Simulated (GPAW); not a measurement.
## Sr2SeS (R-3m): G0W0 on several meshes in GPAW

Wanted: mesh dependence and cost of G0W0 for Sr2SeS (R-3m).

Main program and level: GPAW 26.7.0; LDA and many-body steps on it, plane waves.

This is a report of a sequence of runs, with most program output left out.

## Step 1: Starting point

The structure is trigonal, space group R-3m (No. 166). The conventional cell has a = 4.356 Å, b = 4.356 Å, c = 21.367 Å, α = 90.00°, β = 90.00°, γ = 120.00°. Nearest to Sr lie 3 S at 3.05 Å and 3 Se at 3.12 Å. Nearest to Se lie 6 Sr at 3.12 Å. Nearest to S lie 6 Sr at 3.05 Å. Farther neighbours and most contacts between anions are not listed.

As a file:

```cif
data_structure
_symmetry_space_group_name_H-M 'R-3m:H'
_symmetry_Int_Tables_number 166
_cell_length_a 4.3563
_cell_length_b 4.3563
_cell_length_c 21.3665
_cell_angle_alpha 90.000
_cell_angle_beta 90.000
_cell_angle_gamma 120.000
_cell_volume 351.16
loop_
_atom_site_label
_atom_site_type_symbol
_atom_site_symmetry_multiplicity
_atom_site_Wyckoff_symbol
_atom_site_fract_x
_atom_site_fract_y
_atom_site_fract_z
_atom_site_occupancy
Sr1 Sr 6 c 0.33333 0.66667 0.91385 1
Se1 Se 3 a 0.00000 0.00000 0.00000 1
S1 S 3 b 0.66667 0.33333 0.83333 1
```

The cell and positions are those that the Materials Project relaxed with its own functionals (PBE, PBE+U or r2SCAN), kept fixed.

## Step 2: Empty states on the mesh, 4×4×4 mesh, 200 bands

This step: GPAW 26.7.0; DFT, LDA, plane waves, PAW.

The sums over transitions need many empty states on a uniform mesh; this step solves for them.

Input file run.py:

```python
import json
import numpy as np
from gpaw.mpi import world
from gpaw import GPAW

calc = GPAW('gs.gpw').fixed_density(kpts={'size': (4, 4, 4), 'gamma': True},
    parallel={'domain': 1, 'band': 1},
    txt='nscf.txt')
calc.diagonalize_full_hamiltonian(nbands=200)
calc.write('full.gpw', mode='all')
res = {}
kpts = calc.get_ibz_k_points()
res['kpts'] = kpts
res['eigenvalues'] = [calc.get_eigenvalues(kpt=k) for k in range(len(kpts))]
res['n_electrons'] = calc.get_number_of_electrons()

if world.rank == 0:
    with open('result.json', 'w') as f:
        json.dump(res, f, default=lambda x: x.tolist())
```

The run is started by

```console
$ mpirun -n 4 gpaw python run.py
```

The job ended after 1.7 min (4 MPI ranks of Arm Neoverse V2, shared host; peak memory 2.9 GiB).

Numbers from this step:

* gap: 2.139 eV
* k of the valence top: 0, 0, 0
* k of the conduction bottom: 0.5, 0.5, 0
* least direct gap: 2.660 eV
* k points computed: 13
* lowest point of the top converged band, above the valence top: 70.1692 eV

On this mesh the gap is 2.139 eV.

## Step 3: 4×4×4

G0W0 replaces the xc potential by the self-energy, built once from these orbitals. Only a window of levels is corrected, while the sums run over the empty bands that the input names.

This step: G0W0 on LDA, plane waves, PAW.

Input file run.py:

```python
import json
import numpy as np
from gpaw.mpi import world
from gpaw.response.g0w0 import G0W0

gw = G0W0('full.gpw',
    filename='gw',
    kpts=[0, 10],
    bands=(14, 18),
    ecut=48,
    nbands=88,
    integrate_gamma='WS',
    ppa=True)
gw.calculate()
res = {mode: {k: v for k, v in r.items() if k != 'sigma_eskwn'}
       for mode, r in gw.all_results.items()}

if world.rank == 0:
    with open('result.json', 'w') as f:
        json.dump(res, f, default=lambda x: x.tolist())
```

The run is started by

```console
$ mpirun -n 4 gpaw python run.py
```

It took 2.3 min on 4 MPI ranks; peak memory 2.5 GiB.

Numbers from this step:

```
G0W0 gap on the points computed              : 3.392 eV
least direct G0W0 gap on the computed points : 4.017 eV
Z at the valence top                         : 0.8032
Z at the conduction bottom                   : 0.8310
starting gap on the mesh                     : 2.139 eV
k of the valence top                         : 0, 0, 0
k of the conduction bottom                   : 0.5, 0.5, 0
```

The gap on the mesh goes from 2.14 eV to 3.39 eV, a correction of +1.25 eV.

## Step 4: Empty states on the mesh, 2×2×2 mesh, 98 bands

This step: DFT, LDA, plane waves, PAW.

Input file run.py:

```python
import json
import numpy as np
from gpaw.mpi import world
from gpaw import GPAW

calc = GPAW('gs.gpw').fixed_density(kpts={'size': (2, 2, 2), 'gamma': True},
    nbands=114,
    convergence={'bands': 98},
    txt='nscf.txt')
calc.write('full.gpw', mode='all')
res = {}
kpts = calc.get_ibz_k_points()
res['kpts'] = kpts
res['eigenvalues'] = [calc.get_eigenvalues(kpt=k) for k in range(len(kpts))]
res['n_electrons'] = calc.get_number_of_electrons()

if world.rank == 0:
    with open('result.json', 'w') as f:
        json.dump(res, f, default=lambda x: x.tolist())
```

The run is started by

```console
$ mpirun -n 4 gpaw python run.py
```

It took 16 s on 4 MPI ranks; peak memory 1 GiB.

This step gave:

- gap: 2.139 eV
- k of the valence top: 0, 0, 0
- k of the conduction bottom: 0.5, 0.5, 0
- least direct gap: 2.660 eV
- k points computed: 4
- lowest point of the top converged band, above the valence top: 38.02 eV

On this mesh the gap is 2.139 eV.

## Step 5: 2×2×2

This step: G0W0 on LDA, plane waves, PAW.

Input file run.py:

```python
import json
import numpy as np
from gpaw.mpi import world
from gpaw.response.g0w0 import G0W0

gw = G0W0('full.gpw',
    filename='gw',
    kpts=[0, 2],
    bands=(14, 18),
    ecut=48,
    nbands=88,
    integrate_gamma='WS',
    ppa=True)
gw.calculate()
res = {mode: {k: v for k, v in r.items() if k != 'sigma_eskwn'}
       for mode, r in gw.all_results.items()}

if world.rank == 0:
    with open('result.json', 'w') as f:
        json.dump(res, f, default=lambda x: x.tolist())
```

The run is started by

```console
$ mpirun -n 4 gpaw python run.py
```

The job ended after 13 s (4 MPI ranks; peak memory 1.6 GiB).

Numbers from this step:

```
G0W0 gap on the points computed              : 3.406 eV
least direct G0W0 gap on the computed points : 4.011 eV
Z at the valence top                         : 0.8015
Z at the conduction bottom                   : 0.8263
starting gap on the mesh                     : 2.139 eV
k of the valence top                         : 0, 0, 0
k of the conduction bottom                   : 0.5, 0.5, 0
```

Against G0W0 in GPAW (4×4×4 mesh, 88 bands, screening to 48 eV, Godby-Needs plasmon pole), the gap moves by +0.014 eV.

## Step 6: Side by side

Times are wall times on 4 MPI ranks of Arm Neoverse V2, shared host, good to a factor of about two.

```
  run   mesh  bands  screening cutoff (eV)  DFT gap (eV)  gap on the mesh (eV)  direct (eV)     time
4×4×4  4×4×4     88                     48         2.139                 3.392        4.017  2.3 min
2×2×2  2×2×2     88                     48         2.139                 3.406        4.011     13 s
```

## Step 7: Outcome

| Item | Value |
| --- | --- |
| 4×4×4 | 3.392 eV |
| 2×2×2 | 3.406 eV |
| known limits | not at the basis limit; no spin-orbit coupling; coarse k mesh |

What this shows: 2×2×2: +0.014 eV against 4×4×4. Bands and cutoff are finite, so the gap is not at the basis limit. The miss can reach some tenths of an eV and take either sign; the mesh is an error of its own. These stock PAW sets were not made for GW; the filled d or f shell of Se lies in the frozen core, which bears on start and correction. In the G0W0 runs levels were corrected at 2 k points alone, so a gap called «on the mesh» is the least over those, and an edge elsewhere would be missed. The many-body steps are scalar-relativistic: spin-orbit coupling is not in them.

[Paths, hosts, dates, memory and timing lines, banners, echoed tables and standing remarks are left out of the program output.]

[Logs are printed without paths, hosts, clocks, repeated set-up lines and the standing remarks that a program may print on its own settings, such as how far it seeks lower states.]

[Runs of the session that timed out or met a known fault of the program may be left out.]

[Hosts, paths, dates, database ids (printed as entryN), source tags and the programs' standing remarks are cut or masked in the printed files.]
